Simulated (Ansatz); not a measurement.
# Pb(100) film of 5 layers: lattice stability ahead of a resistivity run, part 2 of 2

The plan: relax Pb(100) film of 5 layers, check its phonons, and, if the lattice is stable, compute its Eliashberg function and ρ(T).

Ansatz 0.2.0; DFT LDA, scalar-relativistic, plane waves, PAW.

So far: Starting point; Relaxing cell and atoms.

### Step 3. Relaxing tightly for phonons

No force is left; the cell is relaxed once more with another smearing and tight thresholds.

File input.yaml:

```yaml
crystal:
  lattice:
    - [3.3480952174, 0.0, 0.0]
    - [0.0, 3.3480952174, 0.0]
    - [0.0, 0.0, 43.600000396]
  atoms:
    - { symbol: Pb, position: [0.0, 0.0, 0.1239136984] }
    - { symbol: Pb, position: [0.5, 0.5, 0.1784658311] }
    - { symbol: Pb, position: [0.0, 0.0, 0.2396788969] }
    - { symbol: Pb, position: [0.5, 0.5, 0.3008919627] }
    - { symbol: Pb, position: [0.0, 0.0, 0.3554440954] }
  periodic: [true, true, false]
kpoints:
  mp_grid: { grid: [8, 8, 1] }
hamiltonian:
  xc: lda
scf:
  occupations: { method: methfessel_paxton, width: 0.2 }
output:
  forces: true
  stress: true
  eigenvalues: true
  write_density: true
  write_potential: true
  elf: true
  volumetric_format: npy
relax:
  adjacent_minimum: "off"
  f_tol: 0.001
  max_steps: 60
  cell: { stress_2d_tol: 0.002 }
```

The run is started by

```console
$ ansatz run input.yaml --threads 4 --pin off --max-ram 16384MiB --backend cpu --events-out ev --progress --plain --runs-dir out
```

Numbers of over 12 decimals in the logs are rounded to 6 here.

Output:

```text
[the first part of the log is left out]
  E_smearing   = 0.000221  (= −TS)
  E_closure    = 0.000000  (closes the sum)
  Σ components = -58011.121841   (vs F -58011.121841, Δ=0.00e0)
--- Forces (eV/Å), atoms counted from 1 ---
  atom   1  Pb     0.00000000     0.00000000     0.00002263
  atom   2  Pb     0.00000000     0.00000000    -0.00002149
  atom   3  Pb     0.00000000     0.00000000     0.00000000
  atom   4  Pb     0.00000000     0.00000000     0.00002149
  atom   5  Pb    -0.00000000     0.00000000    -0.00002263
  max |Σ_I F_I| component: 6.62e-24 eV/Å
--- 2D stress c σ (N/m, compression-positive) ---
        0.000101       0.000000       0.000000
        0.000000       0.000101       0.000000
        0.000000       0.000000       0.000000
  P = ½ c Tr σ = 0.0001 N/m
--- Band table (eV; the first three rows and the last of 15) ---
[...]
° read free of the cell's end (the report's vacuum.weakly_bound_levels)
--- Relaxed structure (4 steps of the walk, 4 accepted, 1 SCFs on fresh bases) ---
[...]
cell:  # Å, volume = 488.5850 Å³
    - [3.347548, 0, 0]
    - [0, 3.347548, 0]
    - [0, 0, 43.600000396]
  atoms:
    - { symbol: Pb, position: [0, 0, 0.123874] }
    - { symbol: Pb, position: [0.5, 0.5, 0.178435] }
    - { symbol: Pb, position: [0, 0, 0.2396788969] }
    - { symbol: Pb, position: [0.5, 0.5, 0.300923] }
    - { symbol: Pb, position: [0, 0, 0.355484] }
```

Run time: 32 s. Hardware: 4 threads of Arm Neoverse V1, shared host; peak memory 0.95 GiB; 2 min of CPU time.

Little changed from the start: no atom moved by 0.005 Å and no cell edge by 0.1 %.

Electrostatic potential energy in the ca plane at fractional y = 0.000, with atoms of Pb within 0.2 Å of it. With pseudopotentials it is smooth inside the atoms' cores, unlike the true potential.

Values in eV, 5 rows by 16 columns, each cell a mean:
```
-33 -39  -7  -1  -3 -31 -40  -9  -1  -2 -29 -41 -11  -1   0   0
-10 -14  -3  -3  -2  -9 -15  -3  -2  -2  -8 -16  -3   0   0   0
 -3  -4  -2  -3  -2  -3  -4  -2  -3  -3  -3  -4  -1   0   0   0
-17 -24  -4  -2  -2 -16 -25  -4  -2  -2 -14 -26  -4   0   0   0
-35 -39  -8  -1  -3 -34 -39 -10  -1  -2 -32 -38 -13  -1   0   0
```
Columns run along c (16.0 Å, from fractional 0.10 to 0.47 of the cell; values clipped at the 3rd and 97th percentile), rows up along a (3.3 Å). Atoms in or near the plane, at fractional coordinates: Pb at (0.12, 0.00), Pb at (0.24, 0.00), Pb at (0.36, 0.00).

ELF in the ca plane at fractional y = 0.000, with atoms of Pb within 0.2 Å of it. It is the smooth field of the valence electrons, not physical close to the nuclei.

Ten even steps from '0' (0.00) to '9' (0.47), each cell a mean:
```
95104865322246850048742223467400599973100000
98667754433235786687632334457766899852100000
88887654443334678876433334456778888631000000
66666554444333566665333444455566664310000000
55555554444333455554333444455555553210000000
77776554443334577776433344455677776421000000
98877654433335788887533334456778899742000000
97326764332236873268642233467632799963100000
94003865322247840038742223467300399974100000
```
Columns run along c (16.0 Å, from fractional 0.10 to 0.47 of the cell), rows up along a (3.3 Å). Atoms in or near the plane, at fractional coordinates: Pb at (0.12, 0.00), Pb at (0.24, 0.00), Pb at (0.36, 0.00).

Valence density in the ca plane at fractional y = 0.000, with atoms of Pb within 0.2 Å of it. It is the smooth field of the valence electrons, not physical close to the nuclei.

Values in units of 1e0 e/Å³, 5 rows by 16 columns, each cell a mean:
```
2.2 3.5 0.2 0.1 0.1 1.9 3.8 0.3 0.1 0.1 1.5 4.1 0.3 0.0 0.0 0.0
0.3 0.5 0.1 0.1 0.1 0.3 0.5 0.1 0.1 0.1 0.3 0.5 0.1 0.0 0.0 0.0
0.1 0.2 0.1 0.1 0.1 0.1 0.2 0.1 0.1 0.1 0.1 0.2 0.1 0.0 0.0 0.0
0.6 0.9 0.2 0.1 0.1 0.6 1.0 0.2 0.1 0.1 0.5 1.1 0.2 0.0 0.0 0.0
3.0 4.8 0.3 0.1 0.1 2.5 5.3 0.3 0.1 0.1 2.1 5.6 0.4 0.0 0.0 0.0
```
Columns run along c (16.0 Å, from fractional 0.10 to 0.47 of the cell), rows up along a (3.3 Å). Atoms in or near the plane, at fractional coordinates: Pb at (0.12, 0.00), Pb at (0.24, 0.00), Pb at (0.36, 0.00).

### Step 4. Lattice stability: q 2×2×1, k 6×6×1

Before any scattering is computed, the phonons show whether the structure is a minimum.

File input.yaml:

```yaml
crystal:
  lattice:
    - [3.3475480336, 0.0, 0.0]
    - [0.0, 3.3475480336, 0.0]
    - [0.0, 0.0, 43.600000396]
  atoms:
    - { symbol: Pb, position: [0.0, 0.0, 0.1238739421] }
    - { symbol: Pb, position: [0.5, 0.5, 0.1784349961] }
    - { symbol: Pb, position: [0.0, 0.0, 0.2396788969] }
    - { symbol: Pb, position: [0.5, 0.5, 0.3009227977] }
    - { symbol: Pb, position: [0.0, 0.0, 0.3554838517] }
  periodic: [true, true, false]
kpoints:
  mp_grid: { grid: [6, 6, 1] }
hamiltonian:
  xc: lda
scf:
  occupations: { method: methfessel_paxton, width: 0.2 }
output:
  eigenvalues: true
phonons:
  method: dfpt
  qmesh: [2, 2, 1]
  temperatures: { t_max: 1000, t_step: 50 }
  qpath:
    path: [[0.0, 0.0, 0.0], [0.0, 0.5, 0.0], [0.5, 0.5, 0.0], [0.0, 0.0, 0.0]]
    npoints: 10
```

Output:

```text
Warning: crystal.symmetry: narrowed to the stabiliser of the run's FFT grids — unitary ops 16 → 8. A phonons.method: dfpt run fills in the rows of the dynamical matrix that it does not solve by its symmetry operations, which is exact only for operations that map its FFT grids onto themselves: filled in by any other, the frequencies could depend on the order in which like atoms are typed, or, by more than the grids' own error, on where the crystal sits among the grids' points. Excluded: 8 operations. The run can therefore solve more perturbations, solve them on more k-points, or both, and cost more. [rest of the remark cut]
[...]
Crystal: 5 atoms, lattice volume = 488.585 Å³
Basis set: ecut = 420 eV, 9577 PW (Γ), exchange–correlation on 48×48×600 points (8 copies of the dense FFT grid, shifted against one another)
Bands: 42, of which v1, the nominal top of the filled ones, is band 35 counted from 1 (34 counted from 0)
Symmetry: 16 space group operations
k-points: 10 of 36 (irreducible under 8 space group operations)
[...]
SCF iter   1: F=—  HF=-58010.906739 eV  |F-HF|=—  |Δ(HF+E_count)|=         —  Δρ=3.06e-3  dr2=9.30e-2  ethr=1.77e-3  ⟨swp⟩=17.1  Hψ=5998  notcnv=0  defer=2
automatic band count: the SCF goes on with 49 bands, as 42 were too few: they end inside the smearing window of the response
[...]
SCF iter   2: F=—  HF=-58010.901786 eV  |F-HF|=—  |Δ(HF+E_count)|=   4.95e-3  S|Δr|=    0.00e0  Δρ=1.36e-3  dr2=1.24e-2  ethr=1.33e-4  ⟨swp⟩=2.8  Hψ=1070  notcnv=0  defer=22
[...]
SCF iter  12: F=-58010.898046 eV  HF=-58010.898046 eV  |F-HF|=3.20e-10  |Δ(HF+E_count)|=  5.17e-10  S|Δr|=    0.00e0  Δρ=2.78e-8  dr2=5.37e-12  ethr=1.00e-12  ⟨swp⟩=24.4  Hψ=4407  notcnv=0
SCF 1 converged in 12 iterations: F = -58010.898046 eV  dr2 = 5.37e-12
[...]
phonons: the bands overlap, so this run is a metal and interpolates without the dipole-dipole term. If the crystal is really an insulator or semiconductor, its LO-TO splitting is missing
NSCF: frozen V_eff on 10 k-points
[...]
DFPT response loops at q = (0, 0, 0) (fractional): preconditioner auto → none (partly filled bands, converged f_vac=0.670); β = 0.50; Broyden in place of MSR1
[...]
SCF converged after 12 iterations
Stability not checked: this state was not tested for a lower state beside it, because cold or Methfessel-Paxton smearing, or corrected tetrahedra, fill the levels in a way that the test cannot read (fill_not_monotonic; see scf.lower_state_search)
Free energy (F): -58010.898046 eV
[...]
Internal energy: -58010.884300 eV  (E = F + TS)
E sigma→0 (E₀):  -58010.894609 eV
Entropy (-TS):   -0.013746 eV (-2.749 meV/atom)
Fermi energy:    -4.057497 eV
[...]
--- Band table (eV; the first three rows and the last of 10) ---
  k-point 0: bands = [... 31 lower, -5.7632, -3.5216, -1.4465 (-1.4466°), -1.2710 (-1.2710°), -1.2710 (-1.2710°), -0.8219 (-0.8219°), -0.8219 (-0.8219°), -0.3999 (-0.4095°), ... 10 higher]
  k-point 1: bands = [... 31 lower, -5.6532, -4.4996, -3.8535, -2.9416, -2.3198, -1.3808 (-1.3808°), -0.8102 (-0.8102°), -0.5364 (-0.5372°), ... 10 higher]
  k-point 2: bands = [... 31 lower, -7.0679, -6.6375, -5.8041, -4.7965, -4.1994, -3.1484, -1.4614, -0.4426 (-0.4426°), ... 10 higher]
  k-point 9: bands = [... 31 lower, -7.2955, -6.8480, -6.8480, -5.5831, -5.5831, -4.0771, -4.0771, -3.3808, ... 10 higher]
  ° read free of the cell's end (the report's vacuum.weakly_bound_levels)
  °? not known for the slab's own: over its row's bound_up_to_ev there, or no deeper under its free states than its continued_xc_part_ev in size
--- Phonons (Γ-DFPT): 10 representative perturbations + reference (Σ response iterations 41) ---
  ASR residual: 3.250e-4 → 0.000e0 eV/Å²; symmetrization residual: 7.888e-5 eV/Å²
  The last average, over the group as it would stand without the narrowing to the FFT grids, took up to 1.788e-5 eV/Å² of the zone centre's force constants
  ASR residual per site (eV/Å²): 2.44e-4 1.84e-4 3.25e-4 1.92e-4 2.30e-4
  Γ frequencies (cm⁻¹): -15.71 -15.71 0.00 0.00 0.00 11.59 11.59 25.18 30.71 30.71 38.50 38.50 49.68 81.97 89.07
--- Phonons (arbitrary-q DFPT): 3 irreducible q on the 2×2×1 mesh ---
  q = [0.0000, 0.0000, 0.0000] (star 1, of the zone-centre solve; hermiticity 4.49e-5, symmetrization 1.04e-11, taken by the last average 5.10e-6): -15.71 -15.71 -0.00 -0.00 0.00 11.59 11.59 25.18 30.71 30.71 38.50 38.50 49.68 81.97 89.07
  q = [0.0000, -0.5000, 0.0000] (star 2, 15 solved perturbations on 16 of 36 k-point pairs; hermiticity 2.03e-5, symmetrization 2.85e-8, taken by the last average 2.91e-6): -8.66 25.00 29.55 32.60 33.33 35.90 36.12 43.45 46.71 50.45 52.74 67.63 73.87 92.07 92.56
  q = [-0.5000, -0.5000, 0.0000] (star 1, 10 solved perturbations in 130 linear systems a pass and spin channel, the states on 16 of 36 k-point pairs; hermiticity 1.12e-5, symmetrization 5.05e-9, taken by the last average 5.95e-6): 37.42 37.42 38.37 41.27 47.07 47.22 47.22 48.13 56.87 58.30 58.30 73.58 73.58 81.50 81.50
  sum rule: each row above includes the acoustic sum rule's correction from the zone centre's row sums; it moved no ω² by more than (0.65 cm⁻¹)²
  mesh force constants: q→R imaginary residual 1.61e-17; ASR residual 3.250e-4 → 0.000e0 eV/Å²; symmetrization residual 8.882e-16 eV/Å²
  interpolated dispersion: 31 rows × 15 modes
  density of states and harmonic sums: on the 18×18×1 q-mesh, interpolated from the force constants of a 2×2×1 supercell (no non-analytic term)
  largest difference from the sums on the solved wave vectors: F 4.32e-1 eV, S 5.59e-4 and C_V 1.27e-4 eV/K
  zero-point energy: 0.043321 eV/cell   skipped modes (ω ≤ 0): 23, of them read as no rigid motion or as one in doubt: 20 (2.716e-1 modes/cell left out, lowest -15.71 cm⁻¹)   left out of the sums: 1.87e-2 of the cell's modes: C_V's classical limit lies that fraction below 3 k_B per atom; for a crystal, a wire or a layer, F and S can be off by more, and a phonons.interpolated_qmesh denser along its periods is the remedy for the sampling
```

It took 6.9 min on 4 threads; peak memory 1.7 GiB.

Numbers from this step:

```
share of imaginary modes in the plain interpolation between solved wavevectors : 0.0189
highest frequency, solved or plainly interpolated                              : 92.6 cm⁻¹
```

Solved on the 2×2×1 mesh alone; all other wavevectors are interpolated. The phonon branches at the labelled points (cm⁻¹):

```csv
point,branch 1,branch 2,branch 3,branch 4,branch 12,branch 13,branch 14,branch 15
Γ,-16,-16,0,0,38,50,82,89
halfway,13,15,18,20,63,73,76,80
X,-9,25,30,33,68,74,92,93
halfway,28,33,34,38,66,70,83,87
M,37,37,38,41,74,74,82,82
halfway,14,22,35,35,65,65,73,73
Γ,-16,-16,0,0,38,50,82,89
```

Among the solved wavevectors the lowest mode, translations apart, is -15.7 cm⁻¹, imaginary.

### Step 5. Lattice stability: q 2×2×1, k 6×6×1 (run 2)

The next rung's rule gives the same meshes for this cell, so the phonon run is repeated as it was and tests nothing new.

input.yaml is that of step 4.

Output:

```text
[...]
Crystal: 5 atoms, lattice volume = 488.585 Å³
Basis set: ecut = 420 eV, 9577 PW (Γ), exchange–correlation on 48×48×600 points (8 copies of the dense FFT grid, shifted against one another)
Bands: 42, of which v1, the nominal top of the filled ones, is band 35 counted from 1 (34 counted from 0)
Symmetry: 16 space group operations
k-points: 10 of 36 (irreducible under 8 space group operations)
[...]
SCF iter   1: F=—  HF=-58010.906739 eV  |F-HF|=—  |Δ(HF+E_count)|=         —  Δρ=3.06e-3  dr2=9.30e-2  ethr=1.77e-3  ⟨swp⟩=17.1  Hψ=5998  notcnv=0  defer=2
[...]
SCF iter  12: F=-58010.898046 eV  HF=-58010.898046 eV  |F-HF|=3.20e-10  |Δ(HF+E_count)|=  5.17e-10  S|Δr|=    0.00e0  Δρ=2.78e-8  dr2=5.37e-12  ethr=1.00e-12  ⟨swp⟩=24.4  Hψ=4407  notcnv=0
SCF 1 converged in 12 iterations: F = -58010.898046 eV  dr2 = 5.37e-12
[...]
SCF converged after 12 iterations
[...]
Free energy (F): -58010.898046 eV
[...]
Internal energy: -58010.884300 eV  (E = F + TS)
E sigma→0 (E₀):  -58010.894609 eV
Entropy (-TS):   -0.013746 eV (-2.749 meV/atom)
Fermi energy:    -4.057497 eV
[...]
--- Band table (eV; the first three rows and the last of 10) ---
  k-point 0: bands = [... 31 lower, -5.7632, -3.5216, -1.4465 (-1.4466°), -1.2710 (-1.2710°), -1.2710 (-1.2710°), -0.8219 (-0.8219°), -0.8219 (-0.8219°), -0.3999 (-0.4095°), ... 10 higher]
  k-point 1: bands = [... 31 lower, -5.6532, -4.4996, -3.8535, -2.9416, -2.3198, -1.3808 (-1.3808°), -0.8102 (-0.8102°), -0.5364 (-0.5372°), ... 10 higher]
  k-point 2: bands = [... 31 lower, -7.0679, -6.6375, -5.8041, -4.7965, -4.1994, -3.1484, -1.4614, -0.4426 (-0.4426°), ... 10 higher]
  k-point 9: bands = [... 31 lower, -7.2955, -6.8480, -6.8480, -5.5831, -5.5831, -4.0771, -4.0771, -3.3808, ... 10 higher]
  ° read free of the cell's end (the report's vacuum.weakly_bound_levels)
[...]
ASR residual: 3.250e-4 → 0.000e0 eV/Å²; symmetrization residual: 7.888e-5 eV/Å²
[...]
ASR residual per site (eV/Å²): 2.44e-4 1.84e-4 3.25e-4 1.92e-4 2.30e-4
[...]
--- Phonons (arbitrary-q DFPT): 3 irreducible q on the 2×2×1 mesh ---
[...]
interpolated dispersion: 31 rows × 15 modes
[...]
```

Wall time 7.3 min (4 threads); peak memory 1.8 GiB; 28 min of CPU time.

Solved on the 2×2×1 mesh alone; all other wavevectors are interpolated. The phonon branches at the labelled points (cm⁻¹):

(Unchanged from step 4.)

Phonopy on the run's constants, 17x17x1 mesh, Gaussian sigma 2.0 cm⁻¹. The modes, Pb by wavenumber; read off at these points:

wavenumber (cm⁻¹), modes, Pb (1/cm⁻¹/cell) and a bar:
```
   -22.50      0.000 
   -20.00      0.000 
   -17.50      0.002 
   -15.00      0.005 
   -12.50      0.012 #
   -10.00      0.024 ##
    -7.50      0.031 ###
    -5.00      0.026 ##
    -2.50      0.013 #
     0.00      0.006 #
     2.50      0.010 #
     5.00      0.017 ##
     7.50      0.032 ###
    10.00      0.054 #####
    12.50      0.075 #######
    15.00      0.105 #########
    17.50      0.121 ###########
    20.00      0.120 ###########
    22.50      0.144 #############
    25.00      0.191 #################
    27.50      0.224 ####################
    30.00      0.241 ######################
    32.50      0.257 #######################
    35.00      0.278 #########################
    37.50      0.323 #############################
    38.40      0.335 ##############################
    40.00      0.322 #############################
    42.50      0.265 ########################
    45.00      0.261 #######################
    47.50      0.261 #######################
    50.00      0.296 ###########################
    51.60      0.319 #############################
    52.50      0.308 ############################
    55.00      0.212 ###################
    57.50      0.149 #############
    60.00      0.116 ##########
    62.50      0.090 ########
    65.00      0.100 #########
    67.50      0.141 #############
    70.00      0.164 ###############
    70.50      0.165 ###############
    72.50      0.162 ###############
    75.00      0.158 ##############
    77.50      0.152 ##############
    80.00      0.146 #############
    82.50      0.123 ###########
    85.00      0.097 #########
    87.50      0.078 #######
    90.00      0.058 #####
    92.50      0.027 ##
    95.00      0.005 
    97.50      0.000 
   100.00      0.000
```

No LO-TO term; unit eigenvectors of the mass-weighted matrix. Modes at Γ (negative means imaginary):

```csv
mode,frequency (cm⁻¹),symmetry
1,-15.7,Eu
2,-15.7,Eu
3,0.0,unnamed
4,0.0,unnamed
5,0.0,unnamed
6,11.6,Eg
7,11.6,Eg
8,25.2,A1g
9,30.7,Eu
10,30.7,Eu
11,38.5,Eg
12,38.5,Eg
13,49.7,A2u
14,82.0,A2u
15,89.1,A1g
```

Displacements in mode 1 (-15.7 cm⁻¹), the largest set to 1:
```
Pb1  0.03 -0.61  0.00
Pb2 -0.04  1.00  0.00
Pb3  0.03 -0.79  0.00
Pb4 -0.04  1.00  0.00
Pb5  0.03 -0.61  0.00
```

Displacements in mode 13 (49.7 cm⁻¹), the largest set to 1:
```
Pb1  0.00  0.00 -0.64
Pb2  0.00  0.00  0.14
Pb3  0.00  0.00  1.00
Pb4  0.00  0.00  0.14
Pb5  0.00  0.00 -0.64
```

Among the solved wavevectors the lowest mode, translations apart, is -15.7 cm⁻¹, imaginary.

### Step 6. Outcome

* phonon run of the rows without a label of their own: LDA, q 2×2×1, k 6×6×1
* softest mode on the q mesh: -15.7 cm⁻¹ at q = (0, 0, 0)
* highest frequency, solved or plainly interpolated: 92.6 cm⁻¹

What this shows: The lattice is dynamically unstable at this level: a mode at q = (0, 0, 0) is imaginary, 15.7i cm⁻¹, so no harmonic coupling constant or resistivity is defined for this structure. These meshes are coarse, and single modes of a metal can move by tens of cm⁻¹ with the k mesh. The mode is weak and these meshes are coarse, so a denser k mesh or another smearing could remove it. Spin–orbit coupling, left out here, matters for Pb. The structure was built by hand as an ordered model, and its stability against other phases was not tested.

[Logs are printed without paths, hosts, clocks, repeated set-up lines and the standing remarks that a program may print on its own settings, such as how far it seeks lower states.]

[Hosts, paths, dates, database ids (printed as entryN), source tags and the programs' standing remarks are cut or masked in the printed files.]
